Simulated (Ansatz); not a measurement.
# NaSnF3 (model cell, started as cubic perovskite with Sn in the octahedra): a soft mode frozen in, part 2 of 3

Aim: this structure of NaSnF3 (model cell, started as cubic perovskite with Sn in the octahedra) is to be tested for unstable modes, and one is followed downhill.

Ansatz 0.2.0; DFT LDA, scalar-relativistic, plane waves, PAW; PAW set soft_1.

So far, highest frequency on the path or at a solved wavevector (cm⁻¹): step 2 (phonons on a q mesh) 395. Also lowest frequency on the path (cm⁻¹): step 2 -193.

The structure was built from a prototype and need not be the compound's stable phase.

**6. Relaxation from the frozen mode**

Starting from the lowest point found, all atoms and the cell are let go, so that strain and other modes of the same symmetry can join in.

input.yaml

```yaml
crystal:
  lattice:
    - [4.549909941, 0.0, 0.0]
    - [0.0, 4.549909941, 0.0]
    - [0.0, 0.0, 4.549909941]
  atoms:
    - { symbol: Na, position: [0.017879233, -0.017879233, -0.017879233] }
    - { symbol: Sn, position: [0.50132456, 0.49867544, 0.49867544] }
    - { symbol: F, position: [0.4621958859, 0.5378041141, -0.0456963483] }
    - { symbol: F, position: [0.4621958859, -0.0456963483, 0.5378041141] }
    - { symbol: F, position: [0.0456963483, 0.5378041141, 0.5378041141] }
kpoints:
  mp_grid: { grid: [12, 12, 12] }
hamiltonian:
  xc: lda
  pseudopotentials: { kind: paw, azcp: { folder: soft_1 }, xc_functional: pbe }
scf:
  occupations: { method: fixed }
output:
  forces: true
  stress: true
  eigenvalues: true
relax:
  adjacent_minimum: "off"
  f_tol: 0.002
  max_steps: 120
  cell: { stress_tol: 0.03 }
```

On the command line:

```
$ ansatz run input.yaml --threads 4 --pin off --max-ram 16384MiB --backend cpu --events-out ev --progress --plain --runs-dir out
```

Numbers of over 12 decimals in the logs are rounded to 6 here.

What it wrote:

```text
[...]
Crystal: 5 atoms, lattice volume = 94.191 Å³
Basis set: ecut = 420 eV, 1839 PW (Γ)
Bands: 27, of which v1, the nominal top of the filled ones, is band 22 counted from 1 (21 counted from 0)
Symmetry: 6 space group operations
[...]
k-points: 189 of 1728 (time reversal used)
[...]
SCF iter   1: F=—  HF=-9735.144886 eV  |F-HF|=—  |Δ(HF+E_count)|=         —  Δρ=1.43e-1  dr2=1.60e1  ethr=3.10e-3  ⟨swp⟩=4.6  Hψ=20453  notcnv=0  defer=540
[...]
SCF iter  10: F=-9729.989892 eV  HF=-9729.989892 eV  |F-HF|=3.38e-9  |Δ(HF+E_count)|=   4.00e-8  Δρ=3.78e-6  dr2=2.06e-8  ethr=2.27e-10  ⟨swp⟩=11.9  Hψ=24778  notcnv=0
SCF 1 converged in 10 iterations: F = -9729.989892 eV  dr2 = 2.06e-8
[...]
relax step   1: F+E_penalty+E_count = -9729.98989220 eV  Δ(F+E_penalty+E_count) = +0.000e0 eV  max|allowed force component| = 3.023e-1 eV/Å  Δτ_max = 0.0000 Å  P = +0.418 GPa  Ω = 94.191 Å³  (10 SCF iters, dr2 threshold 1.00e-7 eV, accepted)
Crystal: 5 atoms, lattice volume = 94.384 Å³
Basis set: ecut = 420 eV, 1851 PW (Γ)
[...]
iter 1 solved again at ethr=4.83e-4 eV; its pass at ethr=3.10e-3 eV (dr2=2.13e-1 eV) is discarded
[...]
SCF iter   7: F=-9730.240616 eV  HF=-9730.240616 eV  |F-HF|=2.91e-7  |Δ(HF+E_count)|=   1.41e-6  Δρ=1.31e-5  dr2=2.10e-7  ethr=1.14e-9  ⟨swp⟩=11.1  Hψ=28282  notcnv=0
SCF 2 converged in 7 iterations: F = -9730.240616 eV  dr2 = 2.10e-7
relax step   2: F+E_penalty+E_count = -9730.24061604 eV  Δ(F+E_penalty+E_count) = -2.507e-1 eV  max|allowed force component| = 3.350e-1 eV/Å  Δτ_max = 0.1915 Å  P = -0.274 GPa  Ω = 94.384 Å³  energy of the carried Pulay correction = -4.059e-4 eV  (7 SCF iters, dr2 threshold 5.00e-7 eV, accepted)
Crystal: 5 atoms, lattice volume = 92.772 Å³
[...]
SCF iter   7: F=-9730.505379 eV  HF=-9730.505379 eV  |F-HF|=2.80e-7  |Δ(HF+E_count)|=   4.83e-6  Δρ=1.19e-5  dr2=2.39e-7  ethr=1.14e-9  ⟨swp⟩=9.1  Hψ=30723  notcnv=0
SCF 3 converged in 7 iterations: F = -9730.505379 eV  dr2 = 2.39e-7
relax step   3: F+E_penalty+E_count = -9730.50537903 eV  Δ(F+E_penalty+E_count) = -2.648e-1 eV  max|allowed force component| = 2.119e-1 eV/Å  Δτ_max = 0.1984 Å  P = -0.238 GPa  Ω = 92.772 Å³  energy of the carried Pulay correction = +3.007e-3 eV  (7 SCF iters, dr2 threshold 5.00e-7 eV, accepted)
[... from here on, the SCF cycles and remarks between the steps are left out ...]
relax step   4: F+E_penalty+E_count = -9730.46260151 eV  Δ(F+E_penalty+E_count) = +4.278e-2 eV  max|allowed force component| = 7.365e-1 eV/Å  Δτ_max = 0.1934 Å  P = +1.640 GPa  Ω = 91.320 Å³  energy of the carried Pulay correction = +6.131e-3 eV  (7 SCF iters, dr2 threshold 5.00e-7 eV, rejected (line search))
relax step   5: F+E_penalty+E_count = -9730.55870288 eV  Δ(F+E_penalty+E_count) = -5.332e-2 eV  max|allowed force component| = 1.901e-1 eV/Å  Δτ_max = 0.0318 Å  P = -0.213 GPa  Ω = 91.777 Å³  energy of the carried Pulay correction = +5.143e-3 eV  (10 SCF iters, accepted)
relax step   6: F+E_penalty+E_count = -9730.59391750 eV  Δ(F+E_penalty+E_count) = -3.521e-2 eV  max|allowed force component| = 1.390e-1 eV/Å  Δτ_max = 0.0456 Å  P = -0.260 GPa  Ω = 90.204 Å³  energy of the carried Pulay correction = +8.566e-3 eV  (6 SCF iters, dr2 threshold 5.00e-7 eV, accepted)
relax step   7: F+E_penalty+E_count = -9730.64498196 eV  Δ(F+E_penalty+E_count) = -5.106e-2 eV  max|allowed force component| = 1.671e-1 eV/Å  Δτ_max = 0.0674 Å  P = -0.488 GPa  Ω = 87.509 Å³  energy of the carried Pulay correction = +1.457e-2 eV  (7 SCF iters, dr2 threshold 5.00e-7 eV, accepted)
relax step   8: F+E_penalty+E_count = -9730.69954216 eV  Δ(F+E_penalty+E_count) = -5.456e-2 eV  max|allowed force component| = 3.719e-2 eV/Å  Δτ_max = 0.1325 Å  P = -0.754 GPa  Ω = 84.116 Å³  energy of the carried Pulay correction = +2.239e-2 eV  (7 SCF iters, dr2 threshold 5.00e-7 eV, accepted)
relax step   9: F+E_penalty+E_count = -9730.70727322 eV  Δ(F+E_penalty+E_count) = -7.731e-3 eV  max|allowed force component| = 1.467e-1 eV/Å  Δτ_max = 0.0418 Å  P = +0.723 GPa  Ω = 81.722 Å³  energy of the carried Pulay correction = +2.809e-2 eV  (6 SCF iters, dr2 threshold 5.00e-7 eV, accepted)
relax step  10: F+E_penalty+E_count = -9730.70832994 eV  Δ(F+E_penalty+E_count) = -1.057e-3 eV  max|allowed force component| = 2.280e-2 eV/Å  Δτ_max = 0.0110 Å  P = -0.063 GPa  Ω = 82.411 Å³  energy of the carried Pulay correction = +2.643e-2 eV  (5 SCF iters, dr2 threshold 5.00e-7 eV, accepted)
relax step  11: F+E_penalty+E_count = -9730.70862011 eV  Δ(F+E_penalty+E_count) = -2.902e-4 eV  max|allowed force component| = 1.657e-2 eV/Å  Δτ_max = 0.0092 Å  P = +0.046 GPa  Ω = 82.352 Å³  energy of the carried Pulay correction = +2.657e-2 eV  (6 SCF iters, dr2 threshold 3.25e-8 eV, accepted)
relax step  12: F+E_penalty+E_count = -9730.70886023 eV  Δ(F+E_penalty+E_count) = -2.401e-4 eV  max|allowed force component| = 1.309e-3 eV/Å  Δτ_max = 0.0039 Å  P = +0.006 GPa  Ω = 82.307 Å³  energy of the carried Pulay correction = +2.668e-2 eV  (6 SCF iters, dr2 threshold 1.83e-8 eV, accepted)
relax step  13: F+E_penalty+E_count = -9730.72162180 eV  Δ(F+E_penalty+E_count) = -1.276e-2 eV  max|allowed force component| = 1.263e-3 eV/Å  Δτ_max = 0.0000 Å  P = +0.207 GPa  Ω = 82.307 Å³  stress off target by 4.62e-1 GPa  SCF on the basis re-selected at this cell (its energy is not comparable with the rows above)  (7 SCF iters)
relax step  14: F+E_penalty+E_count = -9730.72288496 eV  Δ(F+E_penalty+E_count) = -1.263e-3 eV  max|allowed force component| = 5.289e-3 eV/Å  Δτ_max = 0.0046 Å  P = +0.094 GPa  Ω = 82.568 Å³  energy of the carried Pulay correction = -6.811e-4 eV  (5 SCF iters, dr2 threshold 5.00e-7 eV, accepted)
relax step  15: F+E_penalty+E_count = -9730.72243337 eV  Δ(F+E_penalty+E_count) = +4.516e-4 eV  max|allowed force component| = 8.022e-4 eV/Å  Δτ_max = 0.0019 Å  P = -0.024 GPa  Ω = 82.789 Å³  energy of the carried Pulay correction = -1.217e-3 eV  (5 SCF iters, dr2 threshold 4.26e-8 eV, accepted)
relax step  16: F+E_penalty+E_count = -9730.72384415 eV  Δ(F+E_penalty+E_count) = -1.411e-3 eV  max|allowed force component| = 6.930e-4 eV/Å  Δτ_max = 0.0000 Å  P = +0.007 GPa  Ω = 82.789 Å³  stress off target by 3.21e-2 GPa  SCF on the basis re-selected at this cell (its energy is not comparable with the rows above)  (5 SCF iters)
relax step  17: F+E_penalty+E_count = -9730.72379702 eV  Δ(F+E_penalty+E_count) = +4.714e-5 eV  max|allowed force component| = 4.018e-4 eV/Å  Δτ_max = 0.0005 Å  P = +0.002 GPa  Ω = 82.811 Å³  energy of the carried Pulay correction = -5.791e-5 eV  (5 SCF iters, dr2 threshold 2.58e-9 eV, accepted)
[...]
SCF iter   4: F=-9730.723873 eV  HF=-9730.723873 eV  |F-HF|=1.82e-12  |Δ(HF+E_count)|=  3.64e-11  Δρ=1.36e-7  dr2=1.45e-11  ethr=1.00e-12  ⟨swp⟩=11.1  Hψ=33956  notcnv=0
SCF 18 converged in 4 iterations: F = -9730.723873 eV  dr2 = 1.45e-11
relax step  18: F+E_penalty+E_count = -9730.72387317 eV  Δ(F+E_penalty+E_count) = -7.615e-5 eV  max|allowed force component| = 4.095e-4 eV/Å  Δτ_max = 0.0000 Å  P = +0.002 GPa  Ω = 82.811 Å³  stress off target by 4.96e-3 GPa  SCF on the basis re-selected at this cell (its energy is not comparable with the rows above)  (4 SCF iters)
[...]
SCF converged after 4 iterations
Free energy (F): -9730.723873 eV
[...]
Internal energy: -9730.723873 eV  (E = F + TS)
E sigma→0 (E₀):  -9730.723873 eV
Fermi energy:    3.681013 eV
[...]
--- Forces (eV/Å), atoms counted from 1 ---
  atom   1  Na     0.00040911    -0.00040911    -0.00040911
  atom   2  Sn     0.00011127    -0.00011127    -0.00011127
  atom   3  F     -0.00015238     0.00015238     0.00021763
  atom   4  F     -0.00015238     0.00021763     0.00015238
  atom   5  F     -0.00021763     0.00015238     0.00015238
  max |Σ_I F_I| component: 2.02e-6 eV/Å
--- Stress (GPa, compression-positive) ---
        0.002179       0.002776       0.002776
        0.002776       0.002179      -0.002776
        0.002776      -0.002776       0.002179
  P = ⅓ Tr σ = 0.0022 GPa (0.022 kbar)
--- Band table (eV; the first three rows and the last of 189) ---
  k-point 0: bands = [... 18 lower, 0.4218, 0.6440, 0.6440, 1.6581, 8.4525, 10.4095, 10.4095, 10.8444, ... 1 higher]
  k-point 1: bands = [... 18 lower, 0.4294, 0.6223, 0.6571, 1.7690, 8.4133, 10.1429, 10.4160, 11.1205, ... 1 higher]
  k-point 2: bands = [... 18 lower, 0.4404, 0.5868, 0.6858, 2.0480, 8.2624, 9.8729, 10.4317, 11.4660, ... 1 higher]
  k-point 188: bands = [... 18 lower, 0.5543, 0.5543, 1.1904, 3.6703, 8.2150, 8.2150, 9.4474, 11.7125, ... 1 higher]
--- Relaxed structure (15 steps of the walk, 14 accepted, 3 SCFs on fresh bases) ---
  F+E_penalty+E_count = -9730.72387317 eV   max|allowed force component| = 4.095e-4 eV/Å   (the final SCF, on the basis selected at the relaxed cell)
  cell:  # Å, volume = 82.8111 Å³
    - [4.401860, 0.420273, 0.420273]
    - [0.420273, 4.401860, -0.420273]
    - [0.420273, -0.420273, 4.401860]
  atoms:
    - { symbol: Na, position: [0.041094, -0.041094, -0.041094] }
    - { symbol: Sn, position: [0.539193, 0.460807, 0.460807] }
    - { symbol: F, position: [0.431925, 0.568075, -0.045155] }
    - { symbol: F, position: [0.431925, -0.045155, 0.568075] }
    - { symbol: F, position: [0.045155, 0.568075, 0.568075] }
```

The job ended after 3.8 min (4 threads of Arm Neoverse V2, shared host; peak memory 0.74 GiB; 15 min of CPU time).

Step by step:

| step | energy less that of the first step (eV) | largest force component (eV/Å) | pressure (GPa) | volume (Å³) |
| --- | --- | --- | --- | --- |
| 1 | 0.0000 | 0.3023 | 0.42 | 94.19 |
| 2 | -0.2507 | 0.3350 | -0.27 | 94.38 |
| 3 | -0.5155 | 0.2119 | -0.24 | 92.77 |
| 4 | -0.4727 | 0.7365 | 1.64 | 91.32 |
| 5 | -0.5688 | 0.1901 | -0.21 | 91.78 |
| 6 | -0.6040 | 0.1390 | -0.26 | 90.20 |
| 7 | -0.6551 | 0.1671 | -0.49 | 87.51 |
| 8 | -0.7097 | 0.0372 | -0.75 | 84.12 |
| 9 | -0.7174 | 0.1467 | 0.72 | 81.72 |
| 10 | -0.7184 | 0.0228 | -0.06 | 82.41 |
| 11 | -0.7187 | 0.0166 | 0.05 | 82.35 |
| 12 | -0.7190 | 0.0013 | 0.01 | 82.31 |
| 13* | -0.7317 | 0.0013 | 0.21 | 82.31 |
| 14 | -0.7330 | 0.0053 | 0.09 | 82.57 |
| 15 | -0.7325 | 0.0008 | -0.02 | 82.79 |
| 16* | -0.7340 | 0.0007 | 0.01 | 82.79 |
| 17 | -0.7339 | 0.0004 | 0.00 | 82.81 |
| 18* | -0.7340 | 0.0004 | 0.00 | 82.81 |

Relaxation steps marked * repeat the geometry before them on a plane-wave basis chosen anew for their cell, so energy and pressure can jump there. Relaxation step 4 was tried and not accepted.

Forces are held to the 6 operations that the run works with; a distortion that breaks them can't arise in this run.

| cell as run | before | after | change |
| --- | --- | --- | --- |
| a (Å) | 4.550 | 4.442 | -2.4 % |
| b (Å) | 4.550 | 4.442 | -2.4 % |
| c (Å) | 4.550 | 4.442 | -2.4 % |
| α (°) | 90.00 | 100.29 | +11.4 % |
| β (°) | 90.00 | 79.71 | -11.4 % |
| γ (°) | 90.00 | 79.71 | -11.4 % |
| volume (Å³/atom) | 18.84 | 16.56 | -12.1 % |

The atoms that moved most (Å, as changes of fractional coordinates times the final cell):

| atom | dx | dy | dz | length |
| --- | --- | --- | --- | --- |
| Sn2 | 0.135 | -0.135 | -0.135 | 0.234 |
| F3 | -0.120 | 0.120 | -0.023 | 0.172 |
| F4 | -0.120 | -0.023 | 0.120 | 0.172 |
| F5 | 0.023 | 0.120 | 0.120 | 0.172 |
| Na1 | 0.083 | -0.083 | -0.083 | 0.143 |

Final coordinates:

```xyz
5
Lattice="4.4019 0.4203 0.4203 0.4203 4.4019 -0.4203 0.4203 -0.4203 4.4019" Properties=species:S:1:pos:R:3 pbc="T T T"
Na    0.1463   -0.1463   -0.1463
Sn    2.7608    2.0614    2.0614
F     2.1210    2.7011   -0.2560
F     2.1210   -0.2560    2.7011
F     0.6763    2.2808    2.2808
```

This step gave:

| Property | Result |
| --- | --- |
| pressure | 0.002179 GPa |
| gap on the k-mesh | 3.621 eV |
| volume per atom | 16.56 Å³ |

The distorted start has space group R3m; the relaxation ends in R3m.

**7. The new phase in its own primitive cell**

The relaxed structure is symmetrised, reduced to its primitive cell and relaxed tightly, as its phonons need.

input.yaml, the sections that differ from step 6:

```yaml
crystal:
  lattice:
    - [3.4097632803, 1.9686277478, 2.0561256106]
    - [-3.4097632803, 1.9686277478, 2.0561256106]
    - [0.0, -3.9372554955, 2.0561256106]
  atoms:
    - { symbol: Na, position: [0.0410939385, 0.0410939385, 0.0410939385] }
    - { symbol: Sn, position: [0.5391927911, 0.5391927911, 0.5391927911] }
    - { symbol: F, position: [0.4319251759, 0.0451548317, 0.4319251759] }
    - { symbol: F, position: [0.0451548317, 0.4319251759, 0.4319251759] }
    - { symbol: F, position: [0.4319251759, 0.4319251759, 0.0451548317] }
kpoints:
  mp_grid: { grid: [6, 6, 6] }
relax:
  adjacent_minimum: "off"
  f_tol: 0.001
  max_steps: 60
  cell: { stress_tol: 0.01 }
# hamiltonian, scf, output: as in step 6
```

What it wrote:

```text
[...]
Crystal: 5 atoms, lattice volume = 82.811 Å³
Basis set: ecut = 420 eV, 1657 PW (Γ)
Bands: 27, of which v1, the nominal top of the filled ones, is band 22 counted from 1 (21 counted from 0)
Symmetry: 6 space group operations
[...]
k-points: 32 of 216 (time reversal used)
[...]
cell:  # Å, volume = 82.8111 Å³
    - [3.409763, 1.968628, 2.056126]
    - [-3.409763, 1.968628, 2.056126]
    - [0.0, -3.937255, 2.056126]
  atoms:
    - { symbol: Na, position: [0.0410939385, 0.0410939385, 0.041094] }
    - { symbol: Sn, position: [0.5391927911, 0.5391927911, 0.5391927911] }
    - { symbol: F, position: [0.4319251759, 0.045155, 0.4319251759] }
    - { symbol: F, position: [0.045155, 0.4319251759, 0.4319251759] }
    - { symbol: F, position: [0.4319251759, 0.4319251759, 0.045155] }
[key lines of the parts left out:]
SCF converged after 6 iterations
Free energy (F): -9730.723979 eV
Fermi energy:    3.670343 eV
P = ⅓ Tr σ = 0.0023 GPa (0.023 kbar)
```

Run time: 4.6 s. Hardware: 4 threads; peak memory 0.42 GiB; 18 s of CPU time.

Little changed from the start: no atom moved by 0.005 Å and no cell edge by 0.1 %.

This step gave:

```
pressure           : 0.002311 GPa
gap on the k-mesh  : 3.632 eV
direct gap on mesh : 4.174 eV
```

The largest force component left is 0.69 meV/Å and the pressure is 0.002 GPa, within the tolerances set. The cell now holds 16.56 Å³/atom.

[end of part 2 of 3]

[Logs are printed without paths, hosts, clocks, repeated set-up lines and the standing remarks that a program may print on its own settings, such as how far it seeks lower states.]

[Hosts, paths, dates, database ids (printed as entryN), source tags and the programs' standing remarks are cut or masked in the printed files.]
